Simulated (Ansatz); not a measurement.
**CdPd3C, from a guessed structure to a relaxed one**

Starting from a made-up structure for CdPd3C, the aim is the relaxed cell, its shortest contacts and, where a second run follows, its electronic structure.

Method: DFT, r2SCAN, plane-wave PAW, files of the set soft_1, scalar-relativistic, no spin, cell and ions relaxed at zero pressure; PAW set soft_1, in Ansatz 0.2.0.

## Step 1: The structure

The structure is cubic, space group Pm-3m (No. 221). The conventional cell has a = 4.071 Å, b = 4.071 Å, c = 4.071 Å, α = 90.00°, β = 90.00°, γ = 90.00°. Cd has 12 Pd at 2.88 Å nearest. Pd has 2 C at 2.04 Å and 8 Pd at 2.88 Å and 4 Cd at 2.88 Å nearest. C has 6 Pd at 2.04 Å nearest. Farther neighbours are not listed.

## Step 2: Relaxation of the guess

The guess takes its coordinates from another compound and its volume from a rule, so the cell and any free coordinates are relaxed together.

The input, input.yaml:

```yaml
crystal:
  lattice:
    - [4.071, 0.0, 0.0]
    - [0.0, 4.071, 0.0]
    - [0.0, 0.0, 4.071]
  atoms:
    - { symbol: Cd, position: [0.5, 0.5, 0.5] }
    - { symbol: Pd, position: [0.0, 0.0, 0.5] }
    - { symbol: Pd, position: [0.0, 0.5, 0.0] }
    - { symbol: Pd, position: [0.5, 0.0, 0.0] }
    - { symbol: C, position: [0.0, 0.0, 0.0] }
kpoints:
  mp_grid: { grid: [7, 7, 7] }
scf:
  occupations: { method: fermi_dirac, width: 0.05 }
hamiltonian:
  xc: r2scan
  pseudopotentials: { kind: paw, azcp: { folder: soft_1 } }
relax:
  f_tol: 0.015
  max_steps: 70
  cell: {}
output:
  forces: true
  stress: true
```

Run with:

```console
ansatz run input.yaml --threads 4 --pin off --max-ram 8192MiB --backend cpu --events-out ev --progress --plain --runs-dir out
```

Numbers of over 12 decimals in the logs are rounded to 6 here.

Log:

```text
Engine: ansatz 0.2.0, aarch64-unknown-linux-gnu
Pseudopotentials: kind: paw
Pseudopotential: Cd, paw, valence charge 20, recommended cutoff 500 eV (meta_gga), soft_1/Cd.paw.azcp
Pseudopotential: Pd, paw, valence charge 18, recommended cutoff 500 eV (meta_gga), soft_1/Pd.paw.azcp
Pseudopotential: C, paw, valence charge 4, recommended cutoff 500 eV (meta_gga), soft_1/C.paw.azcp
Functional definition: r2SCAN
  parameter k0 = 0.174
  parameter k1 = 0.065
  parameter a1 = 4.9479
  exchange = r2scan_x(k0 = k0, k1 = k1, a1 = a1)
  correlation = r2scan_c
Crystal: 5 atoms, lattice volume = 67.469 Å³
Basis set: ecut = 500 eV, 1743 PW (Γ), exchange–correlation on 120×120×120 points (64 copies of the dense FFT grid, shifted against one another)
Bands: 47, of which v1, the nominal top of the filled ones, is band 39 counted from 1 (38 counted from 0)
Symmetry: 48 space group operations
Space group: Pm-3m (ITA 221), of the structure as read, at distance tolerance 4.1e-5 Å
k-points: 20 of 343
Non-local potential: Cd, projectors of the file, l = 0: 3, l = 1: 2, l = 2: 2, l = 3: 1
Non-local potential: Pd, projectors of the file, l = 0: 2, l = 1: 2, l = 2: 2, l = 3: 1
Non-local potential: C, projectors of the file, l = 0: 2, l = 1: 2, l = 2: 1
PAW form: soft (Blöchl's): semilocal exchange-correlation on the pseudo side does not see the compensation charge
PAW frozen core: Cd, regenerated for the run's functional (the file was generated under x = pbe(κ = 0.804, μ = 0.219515), c = pbe(β = 0.066725))
PAW frozen core: Pd, regenerated for the run's functional (the file was generated under x = pbe(κ = 0.804, μ = 0.219515), c = pbe(β = 0.066725))
PAW frozen core: C, regenerated for the run's functional (the file was generated under x = pbe(κ = 0.804, μ = 0.219515), c = pbe(β = 0.066725))
PAW one-centre angular grid: Cd, 590 points (default); XC on 160 Gauss nodes
PAW one-centre angular grid: Pd, 590 points (default); XC on 160 Gauss nodes
PAW one-centre angular grid: C, 302 points (default); XC on 219 of its mesh's 2255 points in the sphere
Initial density: superposition of atomic densities (chi_scale 0.1, normalization cell, long waves kept (reshape's long-wave potential 0.00 eV rms))
Initial wavefunctions: pseudopotential atomic-orbital guess
Functional: x = r2scan, c = r2scan; τ floored in thin density (d = 2e-4 eV/Å³)
SCF iter   1: F=—  HF=-29484.612452 eV  |F-HF|=—  |Δ(HF+E_count)|=         —  Δρ=2.01e-1  dr2=3.41e1  dr2_τ=1.23e0  ethr=3.10e-3  ⟨swp⟩=5.3  Hψ=2946  notcnv=0  defer=10
preconditioner: auto → Kerker (q_TF=auto, 2.795 Å⁻¹)  [metal: Δε(μ)=0.003 eV  Ē_g=11.052 eV  σ=0.050 eV  W_gap=0.01  n_scr=26 (ndim 8)  ℏωp=30.7 eV  f_vac=0.000  D(μ)=4.19/eV (n_scr^D=32)]
SCF iter   2: F=—  HF=-29476.920055 eV  |F-HF|=—  |Δ(HF+E_count)|=    7.69e0  Δρ=4.68e-2  dr2=1.78e0  dr2_τ=6.45e-1  ethr=3.10e-3  ⟨swp⟩=3.0  Hψ=2086  notcnv=0  defer=38
SCF iter   3: F=—  HF=-29477.012060 eV  |F-HF|=—  |Δ(HF+E_count)|=   9.20e-2  Δρ=2.46e-2  dr2=4.94e-1  dr2_τ=9.66e-3  ethr=2.28e-3  ⟨swp⟩=2.0  Hψ=1197  notcnv=0  defer=49
SCF iter   4: F=—  HF=-29477.007761 eV  |F-HF|=—  |Δ(HF+E_count)|=   4.30e-3  Δρ=4.98e-3  dr2=1.64e-2  dr2_τ=1.40e-3  ethr=6.34e-4  ⟨swp⟩=2.9  Hψ=1385  notcnv=0  defer=49
SCF iter   5: F=—  HF=-29477.010212 eV  |F-HF|=—  |Δ(HF+E_count)|=   2.45e-3  Δρ=2.08e-3  dr2=4.71e-3  dr2_τ=2.18e-4  ethr=2.10e-5  ⟨swp⟩=2.0  Hψ=1631  notcnv=0  defer=49
SCF iter   6: F=—  HF=-29477.010554 eV  |F-HF|=—  |Δ(HF+E_count)|=   3.42e-4  Δρ=6.90e-4  dr2=4.32e-4  dr2_τ=1.06e-5  ethr=6.04e-6  ⟨swp⟩=2.0  Hψ=1293  notcnv=0  defer=49
SCF iter   7: F=—  HF=-29477.010747 eV  |F-HF|=—  |Δ(HF+E_count)|=   1.94e-4  Δρ=2.45e-4  dr2=3.34e-5  dr2_τ=3.54e-6  ethr=5.54e-7  ⟨swp⟩=2.0  Hψ=1361  notcnv=0  defer=49
SCF iter   8: F=—  HF=-29477.010746 eV  |F-HF|=—  |Δ(HF+E_count)|=   1.73e-6  Δρ=7.95e-5  dr2=3.63e-6  dr2_τ=1.24e-7  ethr=4.28e-8  ⟨swp⟩=2.0  Hψ=1678  notcnv=0  defer=49
SCF iter   9: F=—  HF=-29477.010750 eV  |F-HF|=—  |Δ(HF+E_count)|=   4.28e-6  Δρ=2.03e-5  dr2=2.46e-7  dr2_τ=6.32e-9  ethr=4.65e-9  ⟨swp⟩=2.0  Hψ=1359  notcnv=0  defer=49
SCF iter  10: F=-29477.010750 eV  HF=-29477.010750 eV  |F-HF|=1.96e-8  |Δ(HF+E_count)|=   3.97e-7  Δρ=6.51e-6  dr2=2.78e-8  dr2_τ=1.10e-9  ethr=1.28e-10  ⟨swp⟩=4.0  Hψ=3039  notcnv=0
SCF 1 converged in 10 iterations: F = -29477.010750 eV  dr2 = 2.78e-8
  greatest PAW one-centre occupation: 1.002 electrons in one spin orbital (limit 2), on the Cd atom at site 0 (counted from 0), in its partial waves of l = 0
relax step   1: F+E_penalty+E_count = -29477.01075047 eV  Δ(F+E_penalty+E_count) = +0.000e0 eV  max|allowed force component| = 6.053e-29 eV/Å  Δτ_max = 0.0000 Å  P = +13.242 GPa  Ω = 67.469 Å³  (10 SCF iters, dr2 threshold 1.00e-7 eV, accepted)
Crystal: 5 atoms, lattice volume = 72.819 Å³
Basis set: ecut = 500 eV, 1839 PW (Γ), exchange–correlation on 120×120×120 points (64 copies of the dense FFT grid, shifted against one another)
Initial density: handed on by an earlier stage of this run
Initial wavefunctions: those handed on with the density
iter 1 solved again at ethr=4.52e-4 eV; its pass at ethr=3.10e-3 eV (dr2=3.53e-1 eV) is discarded
SCF iter   1: F=—  HF=-29476.633612 eV  |F-HF|=—  |Δ(HF+E_count)|=         —  Δρ=1.87e-2  dr2=3.58e-1  dr2_τ=4.06e-1  ethr=4.52e-4  ⟨swp⟩=1.6  Hψ=3994  notcnv=0
preconditioner: auto → Kerker (q_TF=auto, 2.760 Å⁻¹)  [metal: Δε(μ)=0.048 eV  Ē_g=10.351 eV  σ=0.050 eV  W_gap=0.24  n_scr=26 (ndim 8)  ℏωp=29.5 eV  f_vac=0.000  D(μ)=3.18/eV (n_scr^D=26)]
SCF iter   2: F=—  HF=-29477.171683 eV  |F-HF|=—  |Δ(HF+E_count)|=   5.38e-1  Δρ=8.18e-3  dr2=3.21e-2  dr2_τ=1.04e-2  ethr=4.52e-4  ⟨swp⟩=2.4  Hψ=1543  notcnv=0
SCF iter   3: F=—  HF=-29477.171288 eV  |F-HF|=—  |Δ(HF+E_count)|=   3.95e-4  Δρ=3.78e-3  dr2=8.09e-3  dr2_τ=3.99e-4  ethr=4.12e-5  ⟨swp⟩=2.6  Hψ=1863  notcnv=0
SCF iter   4: F=—  HF=-29477.170921 eV  |F-HF|=—  |Δ(HF+E_count)|=   3.66e-4  Δρ=8.52e-4  dr2=1.38e-3  dr2_τ=2.27e-5  ethr=1.04e-5  ⟨swp⟩=2.1  Hψ=1448  notcnv=0
SCF iter   5: F=—  HF=-29477.170820 eV  |F-HF|=—  |Δ(HF+E_count)|=   1.01e-4  Δρ=2.98e-4  dr2=9.61e-5  dr2_τ=4.28e-6  ethr=1.76e-6  ⟨swp⟩=2.1  Hψ=1229  notcnv=0
SCF iter   6: F=—  HF=-29477.170805 eV  |F-HF|=—  |Δ(HF+E_count)|=   1.51e-5  Δρ=1.05e-4  dr2=1.36e-5  dr2_τ=7.60e-7  ethr=1.23e-7  ⟨swp⟩=2.0  Hψ=1345  notcnv=0
SCF iter   7: F=—  HF=-29477.170806 eV  |F-HF|=—  |Δ(HF+E_count)|=   9.67e-7  Δρ=2.80e-5  dr2=7.16e-7  dr2_τ=3.53e-8  ethr=1.74e-8  ⟨swp⟩=2.0  Hψ=1347  notcnv=0
SCF iter   8: F=-29477.170806 eV  HF=-29477.170806 eV  |F-HF|=9.53e-8  |Δ(HF+E_count)|=   2.41e-7  Δρ=1.63e-5  dr2=2.04e-7  dr2_τ=7.08e-9  ethr=6.41e-10  ⟨swp⟩=4.0  Hψ=3010  notcnv=0
SCF 2 converged in 8 iterations: F = -29477.170806 eV  dr2 = 2.04e-7
  greatest PAW one-centre occupation: 1.001 electrons in one spin orbital (limit 2), on the Cd atom at site 0 (counted from 0), in its partial waves of l = 0
relax step   2: F+E_penalty+E_count = -29477.17080630 eV  Δ(F+E_penalty+E_count) = -1.601e-1 eV  max|allowed force component| = 1.499e-29 eV/Å  Δτ_max = 0.0000 Å  P = -2.075 GPa  Ω = 72.819 Å³  energy of the carried Pulay correction = -6.570e-3 eV  (8 SCF iters, dr2 threshold 5.00e-7 eV, accepted)
Crystal: 5 atoms, lattice volume = 72.045 Å³
iter 1 solved again at ethr=9.32e-6 eV; its pass at ethr=3.10e-3 eV (dr2=7.27e-3 eV) is discarded
SCF iter   1: F=—  HF=-29477.165303 eV  |F-HF|=—  |Δ(HF+E_count)|=         —  Δρ=2.61e-3  dr2=7.06e-3  dr2_τ=7.42e-3  ethr=9.32e-6  ⟨swp⟩=1.0  Hψ=3832  notcnv=0
preconditioner: auto → Kerker (q_TF=auto, 2.765 Å⁻¹)  [metal: Δε(μ)=0.020 eV  Ē_g=10.406 eV  σ=0.050 eV  W_gap=0.10  n_scr=26 (ndim 8)  ℏωp=29.7 eV  f_vac=0.000  D(μ)=3.65/eV (n_scr^D=32)]
SCF iter   2: F=—  HF=-29477.177444 eV  |F-HF|=—  |Δ(HF+E_count)|=   1.21e-2  Δρ=1.03e-3  dr2=4.77e-4  dr2_τ=1.85e-4  ethr=9.05e-6  ⟨swp⟩=2.2  Hψ=1383  notcnv=0
SCF iter   3: F=—  HF=-29477.177466 eV  |F-HF|=—  |Δ(HF+E_count)|=   2.20e-5  Δρ=4.78e-4  dr2=1.35e-4  dr2_τ=6.44e-6  ethr=6.12e-7  ⟨swp⟩=2.6  Hψ=1761  notcnv=0
SCF iter   4: F=—  HF=-29477.177463 eV  |F-HF|=—  |Δ(HF+E_count)|=   3.22e-6  Δρ=1.16e-4  dr2=2.37e-5  dr2_τ=5.11e-7  ethr=1.73e-7  ⟨swp⟩=2.2  Hψ=1400  notcnv=0
SCF iter   5: F=—  HF=-29477.177462 eV  |F-HF|=—  |Δ(HF+E_count)|=   1.40e-6  Δρ=4.86e-5  dr2=2.84e-6  dr2_τ=6.28e-8  ethr=3.03e-8  ⟨swp⟩=2.4  Hψ=1272  notcnv=0
SCF iter   6: F=-29477.177462 eV  HF=-29477.177462 eV  |F-HF|=5.38e-8  |Δ(HF+E_count)|=   1.90e-7  Δρ=1.23e-5  dr2=1.35e-7  dr2_τ=8.03e-9  ethr=6.41e-10  ⟨swp⟩=4.0  Hψ=3006  notcnv=0
SCF 3 converged in 6 iterations: F = -29477.177462 eV  dr2 = 1.35e-7
relax step   3: F+E_penalty+E_count = -29477.17746154 eV  Δ(F+E_penalty+E_count) = -6.655e-3 eV  max|allowed force component| = 3.450e-29 eV/Å  Δτ_max = 0.0000 Å  P = -0.279 GPa  Ω = 72.045 Å³  energy of the carried Pulay correction = -5.651e-3 eV  (6 SCF iters, dr2 threshold 5.00e-7 eV, accepted)
Crystal: 5 atoms, lattice volume = 71.927 Å³
iter 1 solved again at ethr=1.98e-7 eV; its pass at ethr=3.10e-3 eV (dr2=1.54e-4 eV) is discarded
SCF iter   1: F=—  HF=-29477.177418 eV  |F-HF|=—  |Δ(HF+E_count)|=         —  Δρ=4.05e-4  dr2=1.71e-4  dr2_τ=1.77e-4  ethr=1.98e-7  ⟨swp⟩=2.5  Hψ=3609  notcnv=0
preconditioner: auto → Kerker (q_TF=auto, 2.765 Å⁻¹)  [metal: Δε(μ)=0.021 eV  Ē_g=10.421 eV  σ=0.050 eV  W_gap=0.11  n_scr=26 (ndim 8)  ℏωp=29.7 eV  f_vac=0.000  D(μ)=3.68/eV (n_scr^D=32)]
SCF iter   2: F=—  HF=-29477.177704 eV  |F-HF|=—  |Δ(HF+E_count)|=   2.86e-4  Δρ=1.61e-4  dr2=1.19e-5  dr2_τ=4.50e-6  ethr=1.98e-7  ⟨swp⟩=2.2  Hψ=1404  notcnv=0
SCF iter   3: F=—  HF=-29477.177704 eV  |F-HF|=—  |Δ(HF+E_count)|=   5.62e-7  Δρ=7.47e-5  dr2=3.45e-6  dr2_τ=1.53e-7  ethr=1.53e-8  ⟨swp⟩=2.5  Hψ=1740  notcnv=0
SCF iter   4: F=—  HF=-29477.177704 eV  |F-HF|=—  |Δ(HF+E_count)|=   9.02e-8  Δρ=1.85e-5  dr2=6.42e-7  dr2_τ=1.22e-8  ethr=4.42e-9  ⟨swp⟩=2.1  Hψ=1378  notcnv=0
SCF iter   5: F=-29477.177704 eV  HF=-29477.177704 eV  |F-HF|=4.07e-8  |Δ(HF+E_count)|=   2.11e-8  Δρ=8.39e-6  dr2=7.49e-8  dr2_τ=2.18e-9  ethr=2.49e-10  ⟨swp⟩=4.0  Hψ=2971  notcnv=0
SCF 4 converged in 5 iterations: F = -29477.177704 eV  dr2 = 7.49e-8
relax step   4: F+E_penalty+E_count = -29477.17770414 eV  Δ(F+E_penalty+E_count) = -2.426e-4 eV  max|allowed force component| = 1.133e-29 eV/Å  Δτ_max = 0.0000 Å  P = +0.007 GPa  Ω = 71.927 Å³  energy of the carried Pulay correction = -5.509e-3 eV  (5 SCF iters, dr2 threshold 1.94e-7 eV, accepted)
Basis set: ecut = 500 eV, 1839 PW (Γ), exchange–correlation on 128×128×128 points (64 copies of the dense FFT grid, shifted against one another)
Initial wavefunctions: pseudopotential atomic-orbital guess (no wavefunctions were taken with the density)
iter 1 solved again at ethr=5.64e-8 eV; its pass at ethr=3.10e-3 eV (dr2=4.40e-5 eV) is discarded
SCF iter   1: F=—  HF=-29477.183298 eV  |F-HF|=—  |Δ(HF+E_count)|=         —  Δρ=3.98e-4  dr2=8.55e-6  dr2_τ=4.57e-5  ethr=5.64e-8  ⟨swp⟩=3.0  Hψ=5477  notcnv=0
preconditioner: auto → Kerker (q_TF=auto, 2.765 Å⁻¹)  [metal: Δε(μ)=0.021 eV  Ē_g=10.421 eV  σ=0.050 eV  W_gap=0.11  n_scr=26 (ndim 8)  ℏωp=29.7 eV  f_vac=0.000  D(μ)=3.69/eV (n_scr^D=32)]
SCF iter   2: F=—  HF=-29477.183575 eV  |F-HF|=—  |Δ(HF+E_count)|=   2.76e-4  Δρ=2.04e-4  dr2=2.30e-6  dr2_τ=8.66e-6  ethr=1.10e-8  ⟨swp⟩=2.0  Hψ=1405  notcnv=0
SCF iter   3: F=—  HF=-29477.183703 eV  |F-HF|=—  |Δ(HF+E_count)|=   1.29e-4  Δρ=2.74e-5  dr2=2.18e-7  dr2_τ=1.20e-7  ethr=2.95e-9  ⟨swp⟩=2.0  Hψ=1412  notcnv=0
SCF iter   4: F=—  HF=-29477.183704 eV  |F-HF|=—  |Δ(HF+E_count)|=   8.46e-7  Δρ=7.77e-6  dr2=2.41e-8  dr2_τ=3.68e-9  ethr=2.79e-10  ⟨swp⟩=2.6  Hψ=1608  notcnv=0
SCF iter   5: F=—  HF=-29477.183704 eV  |F-HF|=—  |Δ(HF+E_count)|=   4.18e-8  Δρ=2.12e-6  dr2=5.89e-9  dr2_τ=1.34e-10  ethr=3.09e-11  ⟨swp⟩=2.0  Hψ=1405  notcnv=0
SCF iter   6: F=—  HF=-29477.183704 eV  |F-HF|=—  |Δ(HF+E_count)|=   4.71e-9  Δρ=9.30e-7  dr2=6.40e-10  dr2_τ=6.65e-11  ethr=7.55e-12  ⟨swp⟩=2.0  Hψ=1397  notcnv=0
SCF iter   7: F=—  HF=-29477.183704 eV  |F-HF|=—  |Δ(HF+E_count)|=  4.00e-10  Δρ=3.50e-7  dr2=5.89e-11  dr2_τ=9.51e-12  ethr=1.00e-12  ⟨swp⟩=2.1  Hψ=1431  notcnv=0
SCF iter   8: F=-29477.183704 eV  HF=-29477.183704 eV  |F-HF|=1.09e-11  |Δ(HF+E_count)|=  9.46e-11  Δρ=1.19e-7  dr2=8.75e-12  dr2_τ=1.05e-12  ethr=1.00e-12  ⟨swp⟩=4.0  Hψ=2897  notcnv=0
SCF 5 converged in 8 iterations: F = -29477.183704 eV  dr2 = 8.75e-12
relax step   5: F+E_penalty+E_count = -29477.18370416 eV  Δ(F+E_penalty+E_count) = -6.000e-3 eV  max|allowed force component| = 1.667e-29 eV/Å  Δτ_max = 0.0000 Å  P = +0.042 GPa  Ω = 71.927 Å³  stress off target by 4.24e-2 GPa  SCF on the basis re-selected at this cell (its energy is not comparable with the rows above)  (8 SCF iters)
basis re-selected at this cell: Δ(F+E_penalty+E_count) = -6.000e-3 eV, ΔP = +0.035 GPa vs the last step (what re-selecting the basis moved, of the pressure what is left beyond the Pulay correction that the steps carried, after the strain that the cell walked since its last selection, with what the two solves' SCF thresholds leave and, on support functions, any second-order correction that the steps lacked; it is no measure of the basis error at this ecutwfc). The dense FFT grid was sized anew with the basis: this SCF ran on 32×32×32 points, the steps before it on 30×30×30, so part of this shift can come from that change (see relax.cell in the input reference). [rest of the remark cut]
SCF converged after 8 iterations
Free energy (F): -29477.183704 eV
Harris-Foulkes:  -29477.183704 eV  (|F-HF|=1.09e-11)
Internal energy: -29477.153803 eV  (E = F + TS)
E sigma→0 (E₀):  -29477.168754 eV
Entropy (-TS):   -0.029901 eV (-5.980 meV/atom)
Fermi energy:    17.615679 eV
--- Per-component energies (eV) ---
  E_band       = -922.978919
  E_kinetic    = 1874.414203
  E_local      = -8767.207321  (includes V_loc(G=0)·N_el)
  E_nonlocal   = 1258.579671
  E_hartree    = 3715.083872
  E_xc         = -585.217689
  E_vxc        = -849.229100  (∫ρ·V_xc dr)
  E_paw        = -15720.211147  (= ΣΔE_a)
  E_vpaw       = -1930.544204  (= ΣTr[D̂ρ^β])
  E_aug_tail   = 0.000446  (compensation charges beyond the density's cutoff)
  E_vtau       = 60.839739  (kinetic-family band-sum trace: ∫τ·v_τ [+ j·A + Jᵃ·Aᵃ] dr)
  E_ewald      = -11250.650050
  E_core_change = -1.945788  (= ΣΔE_core)
  E_smearing   = -0.029901  (= −TS)
  E_closure    = -0.000000  (closes the sum)
  Σ components = -29477.183704   (vs F -29477.183704, Δ=0.00e0)
--- Forces (eV/Å), atoms counted from 1 ---
  atom   1  Cd     0.00000000    -0.00000000    -0.00000000
  atom   2  Pd    -0.00000000     0.00000000     0.00000000
  atom   3  Pd    -0.00000000     0.00000000    -0.00000000
  atom   4  Pd     0.00000000     0.00000000    -0.00000000
  atom   5  C     -0.00000000    -0.00000000     0.00000000
  max |Σ_I F_I| component: 2.18e-29 eV/Å
--- Stress (GPa, compression-positive) ---
        0.042420       0.000000       0.000000
        0.000000       0.042420       0.000000
        0.000000       0.000000       0.042420
  P = ⅓ Tr σ = 0.0424 GPa (0.424 kbar)
--- Relaxed structure (4 steps of the walk, 4 accepted, 1 SCFs on fresh bases) ---
  F+E_penalty+E_count = -29477.18370416 eV   max|allowed force component| = 1.667e-29 eV/Å   (the final SCF, on the basis selected at the relaxed cell)
  cell:  # Å, volume = 71.9267 Å³
    - [4.158755, 0, 0]
    - [0, 4.158755, 0.0]
    - [0, 0.0, 4.158755]
  atoms:
    - { symbol: Cd, position: [0.5, 0.5, 0.5] }
    - { symbol: Pd, position: [0, 0, 0.5] }
    - { symbol: Pd, position: [0, 0.5, 0] }
    - { symbol: Pd, position: [0.5, 0, 0] }
    - { symbol: C, position: [0, 0, 0] }
```

The job ended after 28 s (4 threads of Arm Neoverse V2, shared host; peak memory 0.57 GiB).

The steps of the relaxation:

```
step  energy less that of the first step (eV)  largest force component (eV/Å)  pressure (GPa)  volume (Å³)
   1                                   0.0000                          0.0000           13.24        67.47
   2                                  -0.1601                          0.0000           -2.08        72.82
   3                                  -0.1667                          0.0000           -0.28        72.05
   4                                  -0.1670                          0.0000            0.01        71.93
  5*                                  -0.1730                          0.0000            0.04        71.93
```

Relaxation steps marked * repeat the geometry before them on a plane-wave basis chosen anew for their cell, so energy and pressure can jump there.

The run keeps the 48 symmetry operations that it works with, so distortions that break them were not tested.

```
conventional cell, symmetrised  before  after  change
                         a (Å)   4.071  4.159  +2.2 %
                         b (Å)   4.071  4.159  +2.2 %
                         c (Å)   4.071  4.159  +2.2 %
              volume (Å³/atom)   13.49  14.39  +6.6 %
```

The relaxed structure:

```
Cd Pd C
1.0
     4.15875    0.00000    0.00000
     0.00000    4.15875    0.00000
     0.00000    0.00000    4.15875
Cd Pd C
1 3 1
Direct
  0.50000 0.50000 0.50000
  0.00000 0.00000 0.50000
  0.00000 0.50000 0.00000
  0.50000 0.00000 0.00000
  0.00000 0.00000 0.00000
```

This step gave:

```yaml
free_energy: -29477.1837 eV
energy_at_zero_smearing: -29477.1688 eV
smearing_term_ts: 0.02990 eV
fermi_energy: 17.62 eV
electrons: 78
symmetry_operations: 48
pressure: 0.04242 GPa
```

The shortest distance of each pair, which need not be the same contact before and after:

```
 pair  guess (Å)  relaxed (Å)
 C–Pd      2.035        2.079
Cd–Pd      2.879        2.941
Pd–Pd      2.879        2.941
 C–Cd      3.526        3.602
Cd–Cd      4.071        4.159
```

The relaxation ends with a pressure of 0.04 GPa.

## Step 3: Results

| Property | Result |
| --- | --- |
| space group, relaxed | Pm-3m |
| conventional cell | a = 4.159, b = 4.159, c = 4.159 Å; α = 90.0°, β = 90.0°, γ = 90.0° |
| volume per atom | 14.39 Å³ (guess 13.49) |

CdPd3C relaxes to Pm-3m with a = 4.159, b = 4.159 and c = 4.159 Å. The guessed volume was 6 % too small. The space group Pm-3m was held in the relaxation, so the end point is a stationary structure within it and may be a saddle against distortions or other arrangements. Mesh and cutoff weren't tested. No dispersion term is used, so weakly bound directions may come out too long. The runs have no spin, and magnetism wasn't tested. Nothing here tests whether the compound is stable against decomposition.

[Logs are printed without paths, hosts, clocks, repeated set-up lines and the standing remarks that a program may print on its own settings, such as how far it seeks lower states.]

[Hosts, paths, dates, database ids (printed as entryN), source tags and the programs' standing remarks are cut or masked in the printed files.]
